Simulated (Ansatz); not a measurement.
**Screening in Ga2S3 (Cc)**

Wanted: ε∞ of Ga2S3 (Cc) from perturbation theory, a sum over states and the RPA step of G0W0, with cost.

Program: Ansatz 0.2.0. Level of theory: linear response on LDA, plane waves, PAW. Results are calculated unless marked as measured.

### 1. The structure

The structure is monoclinic, space group Cc (No. 9). The conventional cell has a = 11.107 Å, b = 6.395 Å, c = 7.021 Å, α = 90.00°, β = 121.17°, γ = 90.00°. Nearest to Ga lie 4 S at 2.19 to 2.33 Å. Nearest to Ga lie 4 S at 2.20 to 2.32 Å. Nearest to S lie 2 Ga at 2.19 to 2.20 Å. S has 3 Ga at 2.31 to 2.32 Å nearest. Nearest to S lie 3 Ga at 2.31 to 2.33 Å. Farther neighbours and most contacts between anions are not listed.

The cell and positions come from the Crystallography Open Database and are kept as given unless a step says otherwise.

### 2. Response to a homogeneous field

ε∞ sets how strongly the crystal screens. Perturbation theory gives it with local fields and without a sum over empty bands.

This step: dielectric response by perturbation theory, LDA, plane waves, PAW; PAW set soft_1.

input.yaml

```yaml
crystal:
  lattice:
    - [5.5535, -3.1975, 0.0]
    - [5.5535, 3.1975, 0.0]
    - [-3.6339226554, 0.0, 6.0074160114]
  atoms:
    - { symbol: Ga, position: [0.63979, 0.44447, 0.12512] }
    - { symbol: Ga, position: [0.44447, 0.63979, 0.62512] }
    - { symbol: Ga, position: [0.2682, 0.13232, 0.11559] }
    - { symbol: Ga, position: [0.13232, 0.2682, 0.61559] }
    - { symbol: S, position: [0.9089, 0.0811, 0.9838] }
    - { symbol: S, position: [0.0811, 0.9089, 0.4838] }
    - { symbol: S, position: [0.4303, 0.2453, 0.4999] }
    - { symbol: S, position: [0.2453, 0.4303, 0.9999] }
    - { symbol: S, position: [0.5901, 0.7581, 0.0084] }
    - { symbol: S, position: [0.7581, 0.5901, 0.5084] }
kpoints:
  mp_grid: { grid: [4, 4, 4] }
hamiltonian:
  xc: lda
  pseudopotentials: { kind: paw, azcp: { folder: soft_1 }, xc_functional: pbe }
scf:
  occupations: { method: fixed }
dielectric: {}
```

The run is started by

```bash
ansatz run input.yaml --threads 3 --pin off --max-ram 92160MiB --backend cuda --events-out ev --progress --plain --runs-dir out --devices 1 --max-vram 13GiB
```

Numbers of over 12 decimals in the logs are rounded to 6 here.

Log:

```text
GPUs: using 1 of 1 available (devices: 1).
Engine: ansatz 0.2.0, x86_64-unknown-linux-gnu
Pseudopotentials: kind: paw
Pseudopotential: Ga, paw, valence charge 13, recommended cutoff 420 eV (normal), soft_1/Ga.paw.azcp
Pseudopotential: S, paw, valence charge 6, recommended cutoff 420 eV (normal), soft_1/S.paw.azcp
Functional definition: SPW92
  exchange = slater_x
  correlation = pw_c
device memory: the entry about to start is reckoned to put 4.2 GiB on a device that reports 33.8 GiB free (of which the cap on the GPU budget leaves the run 13.0 GiB)
GPU FFT provider: cuFFT
GPU libraries: cuBLAS 13.8.2, cuFFT 12.4.0, cuSOLVER 12.3.4
Crystal: 10 atoms, lattice volume = 213.351 Å³
Basis set: ecut = 420 eV, 4167 PW (Γ), exchange–correlation on 90×90×96 points (8 copies of the dense FFT grid, shifted against one another)
Bands: 54, of which v1, the nominal top of the filled ones, is band 44 counted from 1 (43 counted from 0)
Symmetry: 2 space group operations
k-points: 36 of 64 (irreducible under 1 space group operation, time reversal used)
Non-local potential: Ga, projectors of the file, l = 0: 2, l = 1: 2, l = 2: 3, l = 3: 1
Non-local potential: S, projectors of the file, l = 0: 2, l = 1: 2, l = 2: 1
PAW form: soft (Blöchl's): semilocal exchange-correlation on the pseudo side does not see the compensation charge
PAW frozen core: Ga, regenerated for the run's functional, and the local potential with it (the file was generated under x = pbe(κ = 0.804, μ = 0.219515), c = pbe(β = 0.066725))
PAW frozen core: S, regenerated for the run's functional, and the local potential with it (the file was generated under x = pbe(κ = 0.804, μ = 0.219515), c = pbe(β = 0.066725))
PAW one-centre angular grid: Ga, 590 points (default); XC on 64 Gauss nodes
PAW one-centre angular grid: S, 110 points (default); XC on 64 Gauss nodes
Initial density: superposition of atomic densities (chi_scale 0.1, normalization cell, long waves kept (reshape's long-wave potential 0.05 eV rms))
Initial wavefunctions: pseudopotential atomic-orbital guess
GPU buffer pool allocated for 97200 grid points (all kernels)
GPU transforms: local potential and band sums: pruned to the plane-wave sphere, on 45×45×48
Functional: x = slater, c = lda
SCF iter   1: F=—  HF=-20053.028557 eV  |F-HF|=—  |Δ(HF+E_count)|=         —  Δρ=4.88e-2  dr2=3.51e0  ethr=3.10e-3  ⟨swp⟩=5.0  Hψ=6740  notcnv=0  defer=232
preconditioner: auto → Resta (q_TF=auto, 2.354 Å⁻¹)  ε∞=3.8  [insulator: Δε(μ)=1.988 eV  Ē_g=14.339 eV  n_scr=52 (ndim 8)  ℏωp=23.8 eV  f_vac=0.000  ε∞_Penn≈3.8]
SCF iter   2: F=—  HF=-20052.134027 eV  |F-HF|=—  |Δ(HF+E_count)|=   8.95e-1  Δρ=2.27e-2  dr2=8.29e-1  ethr=3.10e-3  ⟨swp⟩=3.5  Hψ=3967  notcnv=0  defer=265
SCF iter   3: F=—  HF=-20051.842945 eV  |F-HF|=—  |Δ(HF+E_count)|=   2.91e-1  Δρ=6.08e-3  dr2=6.43e-2  ethr=9.42e-4  ⟨swp⟩=3.0  Hψ=3447  notcnv=0  defer=286
SCF iter   4: F=—  HF=-20051.796158 eV  |F-HF|=—  |Δ(HF+E_count)|=   4.68e-2  Δρ=2.02e-3  dr2=9.28e-3  ethr=7.30e-5  ⟨swp⟩=2.9  Hψ=3462  notcnv=0  defer=288
SCF iter   5: F=—  HF=-20051.797203 eV  |F-HF|=—  |Δ(HF+E_count)|=   1.04e-3  Δρ=7.25e-4  dr2=1.37e-3  ethr=1.05e-5  ⟨swp⟩=2.0  Hψ=3402  notcnv=0  defer=288
SCF iter   6: F=—  HF=-20051.796961 eV  |F-HF|=—  |Δ(HF+E_count)|=   2.42e-4  Δρ=1.73e-4  dr2=8.91e-5  ethr=1.55e-6  ⟨swp⟩=2.0  Hψ=2472  notcnv=0  defer=288
SCF iter   7: F=—  HF=-20051.797060 eV  |F-HF|=—  |Δ(HF+E_count)|=   9.89e-5  Δρ=5.90e-5  dr2=9.25e-6  ethr=1.01e-7  ⟨swp⟩=2.0  Hψ=2637  notcnv=0  defer=274
SCF iter   8: F=—  HF=-20051.797200 eV  |F-HF|=—  |Δ(HF+E_count)|=   1.40e-4  Δρ=1.88e-5  dr2=1.14e-6  ethr=1.05e-8  ⟨swp⟩=2.0  Hψ=2711  notcnv=0  defer=208
SCF iter   9: F=—  HF=-20051.797201 eV  |F-HF|=—  |Δ(HF+E_count)|=   1.95e-7  Δρ=6.36e-6  dr2=9.26e-8  ethr=1.29e-9  ⟨swp⟩=2.0  Hψ=3328  notcnv=0  defer=208
SCF iter  10: F=—  HF=-20051.797201 eV  |F-HF|=—  |Δ(HF+E_count)|=   2.09e-8  Δρ=3.53e-6  dr2=1.96e-8  ethr=1.05e-10  ⟨swp⟩=2.0  Hψ=3329  notcnv=0  defer=208
SCF iter  11: F=—  HF=-20051.797201 eV  |F-HF|=—  |Δ(HF+E_count)|=   1.87e-8  Δρ=8.26e-7  dr2=1.31e-9  ethr=2.23e-11  ⟨swp⟩=2.0  Hψ=3279  notcnv=0  defer=208
SCF iter  12: F=—  HF=-20051.797201 eV  |F-HF|=—  |Δ(HF+E_count)|=   1.03e-9  Δρ=3.73e-7  dr2=2.67e-10  ethr=1.49e-12  ⟨swp⟩=2.0  Hψ=3326  notcnv=0  defer=208
SCF iter  13: F=—  HF=-20051.797201 eV  |F-HF|=—  |Δ(HF+E_count)|=  5.09e-11  Δρ=2.03e-7  dr2=5.42e-11  ethr=1.00e-12  ⟨swp⟩=13.1  Hψ=9833  notcnv=0
SCF iter  14: F=-20051.797201 eV  HF=-20051.797201 eV  |F-HF|=7.28e-12  |Δ(HF+E_count)|=  9.46e-11  Δρ=3.31e-8  dr2=1.95e-12  ethr=1.00e-12  ⟨swp⟩=3.0  Hψ=4396  notcnv=0
SCF 1 converged in 14 iterations: F = -20051.797201 eV  dr2 = 1.95e-12
  greatest PAW one-centre occupation: 0.995 electrons in one spin orbital (limit 2), on the Ga atom at site 1 (counted from 0), in its partial waves of l = 2
the response reads at least the filled bands of the reference SCF and the lowest empty band at each k-point, and that SCF's band table does not vouch for those bands. The notice of the band table in this run's record says why
device memory: the entry about to start is reckoned to put 1.1 GiB on a device that reports 36.9 GiB free (of which the cap on the GPU budget leaves the run 12.9 GiB)
NSCF: frozen V_eff on 1 k-points
device memory: the entry about to start is reckoned to put 1.2 GiB on a device that reports 36.9 GiB free (of which the cap on the GPU budget leaves the run 12.9 GiB)
NSCF: frozen V_eff on 1 k-points
device memory: the entry about to start is reckoned to put 1.1 GiB on a device that reports 36.9 GiB free (of which the cap on the GPU budget leaves the run 12.9 GiB)
NSCF: frozen V_eff on 1 k-points
device memory: the entry about to start is reckoned to put 0.1 GiB (of the 0.2 GiB reckoned in all, the device holds 0.1 GiB already) on a device that reports 36.7 GiB free (of which the cap on the GPU budget leaves the run 12.9 GiB)
device memory: the entry about to start is reckoned to put 2.8 GiB (of the 2.9 GiB reckoned in all, the device holds 0.1 GiB already) on a device that reports 36.7 GiB free (of which the cap on the GPU budget leaves the run 12.9 GiB)
DFPT response loops at Γ: preconditioner auto → Resta (q_TF=auto, 2.354 Å⁻¹)  ε∞=6.0 (no band partly filled); β = 1.00, the filter's whole step (`scf.mixing.beta` (0.50) is not read by the response loops at its default; to damp them type it under 1.00, their step now; it binds the ground state too); Broyden in place of MSR1
── the response to a field inside a basis, on 6×6×6 k-points: an SCF that follows is theirs, and a resumed run solves both again ──
device memory: the entry about to start is reckoned to put 0.8 GiB on a device that reports 39.1 GiB free (of which the cap on the GPU budget leaves the run 12.9 GiB)
GPU FFT provider: cuFFT
GPU libraries: cuBLAS 13.8.2, cuFFT 12.4.0, cuSOLVER 12.3.4
Bands: 45, of which v1, the nominal top of the filled ones, is band 44 counted from 1 (43 counted from 0)
k-points: 63 of 216 (time reversal used)
Initial density: handed on by an earlier stage of this run
Initial wavefunctions: pseudopotential atomic-orbital guess (no wavefunctions were taken with the density)
GPU buffer pool allocated for 97200 grid points (all kernels)
GPU transforms: band sums: pruned to the plane-wave sphere, on 45×45×48
Eigensolver: Dense (63 Hₖ)
SCF iter   1: F=—  HF=-20051.670179 eV  |F-HF|=—  |Δ(HF+E_count)|=         —  Δρ=4.68e-4  dr2=1.63e-4  ethr=1.00e-1
preconditioner: auto → Resta (q_TF=auto, 2.354 Å⁻¹)  ε∞=4.8  [insulator: Δε(μ)=1.862 eV  Ē_g=12.297 eV  n_scr=52 (ndim 8)  ℏωp=23.8 eV  f_vac=0.017  ε∞_Penn≈4.8]
SCF iter   2: F=—  HF=-20051.670154 eV  |F-HF|=—  |Δ(HF+E_count)|=   2.51e-5  Δρ=2.12e-4  dr2=3.29e-5  ethr=1.85e-7
SCF iter   3: F=—  HF=-20051.670158 eV  |F-HF|=—  |Δ(HF+E_count)|=   3.52e-6  Δρ=9.86e-5  dr2=8.84e-6  ethr=3.74e-8
SCF iter   4: F=—  HF=-20051.670158 eV  |F-HF|=—  |Δ(HF+E_count)|=   5.38e-7  Δρ=1.13e-5  dr2=3.18e-7  ethr=1.00e-8
SCF iter   5: F=-20051.670158 eV  HF=-20051.670158 eV  |F-HF|=2.69e-9  |Δ(HF+E_count)|=   4.91e-8  Δρ=3.41e-6  dr2=2.79e-8  ethr=3.61e-10
SCF 1 converged in 5 iterations: F = -20051.670158 eV  dr2 = 2.79e-8
device memory: the entry about to start is reckoned to put 0.1 GiB (of the 0.5 GiB reckoned in all, the device holds 0.4 GiB already) on a device that reports 45.1 GiB free (of which the cap on the GPU budget leaves the run 12.6 GiB)
device memory: the entry about to start is reckoned to put 4.5 GiB on a device that reports 44.3 GiB free (of which the cap on the GPU budget leaves the run 12.6 GiB)
DFPT response loops at Γ: preconditioner auto → Resta (q_TF=auto, 2.354 Å⁻¹)  ε∞=5.7 (no band partly filled); β = 1.00, the filter's whole step (`scf.mixing.beta` (0.50) is not read by the response loops at its default; to damp them type it under 1.00, their step now; it binds the ground state too); Broyden in place of MSR1
SCF converged after 14 iterations
Free energy (F): -20051.797201 eV
Harris-Foulkes:  -20051.797201 eV  (|F-HF|=7.28e-12)
Internal energy: -20051.797201 eV  (E = F + TS)
E sigma→0 (E₀):  -20051.797201 eV
Fermi energy:    5.508799 eV
--- Per-component energies (eV) ---
  E_band       = -377.883693
  E_kinetic    = 1082.678354
  E_local      = -8025.755480  (includes V_loc(G=0)·N_el)
  E_nonlocal   = -145.709662
  E_hartree    = 4573.832273
  E_xc         = -778.694510
  E_vxc        = -720.023168  (∫ρ·V_xc dr)
  E_paw        = -11132.088742  (= ΣΔE_a)
  E_vpaw       = -1716.737486  (= ΣTr[D̂ρ^β])
  E_aug_tail   = -0.000850  (compensation charges beyond the density's cutoff)
  E_ewald      = -5633.891695
  E_core_change = 7.833111  (= ΣΔE_core)
  E_smearing   = -0.000000  (= −TS)
  E_closure    = -0.000000  (closes the sum)
  Σ components = -20051.797201   (vs F -20051.797201, Δ=0.00e0)
--- Band table (eV; the first three rows and the last of 36) ---
  k-point 0: bands = [... 40 lower, 4.4618, 4.8446, 4.9859, 5.5088, 7.1744, 7.7069, 8.5095, 8.7705, ... 6 higher]
  k-point 1: bands = [... 40 lower, 4.4688, 4.4815, 4.8970, 5.1799, 7.8504, 7.9860, 8.7449, 8.8745, ... 6 higher]
  k-point 2: bands = [... 40 lower, 4.3855, 4.3855, 4.9005, 4.9005, 8.2991, 8.2991, 9.0363, 9.0363, ... 6 higher]
  k-point 35: bands = [... 40 lower, 4.0094, 4.0094, 4.9173, 4.9173, 7.8982, 7.8982, 8.7139, 8.7139, ... 6 higher]
--- Dielectric response (ions clamped): 3 representative field directions + reference, inside a basis on a mesh of 216 k-points (Σ response iterations 15) ---
  ε∞ (high-frequency dielectric tensor):
        6.233715     0.000000    -0.122136
        0.000000     6.327999     0.000000
       -0.122136     0.000000     6.468256
  Born effective charges Z* (e; rows j = field, columns β = displacement):
    site 0:
         2.52866   -0.54836   -0.38293
         0.55546    2.56717   -0.13872
        -0.02176   -0.44567    2.69390
    site 1:
         2.52866    0.54836   -0.38293
        -0.55546    2.56717    0.13872
        -0.02176    0.44567    2.69390
    site 2:
         2.54284    0.42364    0.02710
        -0.64250    2.58478    0.30461
        -0.28617    0.22582    2.72453
    site 3:
         2.54284   -0.42364    0.02710
         0.64250    2.58478   -0.30461
        -0.28617   -0.22582    2.72453
    site 4:
        -1.49119    0.61264   -0.14009
         0.53258   -2.12199   -0.06749
        -0.16348    0.02769   -1.17033
    site 5:
        -1.49119   -0.61264   -0.14009
        -0.53258   -2.12199    0.06749
        -0.16348   -0.02769   -1.17033
    site 6:
        -2.25554   -0.11761   -0.05562
        -0.03967   -0.97694   -0.42656
         0.05055   -0.49724   -2.14540
    site 7:
        -2.25554    0.11761   -0.05562
         0.03967   -0.97694    0.42656
         0.05055    0.49724   -2.14540
    site 8:
        -1.32478   -0.60343    0.55154
        -0.50817   -2.05302   -0.12102
         0.42087   -0.17693   -2.10270
    site 9:
        -1.32478    0.60343    0.55154
         0.50817   -2.05302    0.12102
         0.42087    0.17693   -2.10270
  Z* charge neutrality: 1.597e-2 e pre-enforcement
  solved inside a basis spanned on kpoints, on 6×6×6 k-points, its susceptibility summed on 8×8×8: ε∞ is read to err by 2.4e-2, Z* by 1.9e-2 e (field_mesh: kpoints solves on kpoints); Z* is corrected for what the basis lacks
```

Elapsed: 74 s, on 1 × NVIDIA H100 80GB HBM3 (shared by 6 runs) with 3 threads of AMD EPYC 7R13 (Zen 3), shared host; peak memory 3.4 GiB; 2.8 min of CPU time.

In the SCF lines HF is the Harris–Foulkes energy and dr2 the Hartree energy of the density residual, in eV; the loop may stop once dr2 is under the threshold and the program's other checks hold. Hψ counts applications of the Hamiltonian.

Numbers from this step:

* stated error of ε∞: 0.024

One over ε∞ averages 0.16, under the quarter of exact exchange in PBE0, which by this rule of thumb may open the gap too far.

High-frequency dielectric tensor:

```
 6.23  0.00 -0.12
 0.00  6.33  0.00
-0.12  0.00  6.47
```

Born effective charge (e), principal values of the symmetric part by kind of site:

| atom | atoms with these values | low | middle | high | mean |
| --- | --- | --- | --- | --- | --- |
| Ga1 | 2 | 2.26 | 2.54 | 2.99 | 2.60 |
| Ga3 | 2 | 2.38 | 2.48 | 2.99 | 2.62 |
| S5 | 2 | -2.46 | -1.30 | -1.02 | -1.59 |
| S7 | 2 | -2.32 | -2.25 | -0.81 | -1.79 |
| S9 | 2 | -2.42 | -2.23 | -0.83 | -1.83 |

In full for Ga3:

```
 2.54  0.42  0.03
-0.64  2.58  0.30
-0.29  0.23  2.72
```

(Part 1 of 2 ends here.)

[Paths, hosts, dates, memory and timing lines, banners, echoed tables and standing remarks are left out of the program output.]

[Logs are printed without paths, hosts, clocks, repeated set-up lines and the standing remarks that a program may print on its own settings, such as how far it seeks lower states.]

[Runs of the session that timed out or met a known fault of the program may be left out.]

[Cells called generated may have been cut or substituted from an entry of the Crystallography Open Database or the Materials Project.]

[Hosts, paths, dates, database ids (printed as entryN), source tags and the programs' standing remarks are cut or masked in the printed files.]
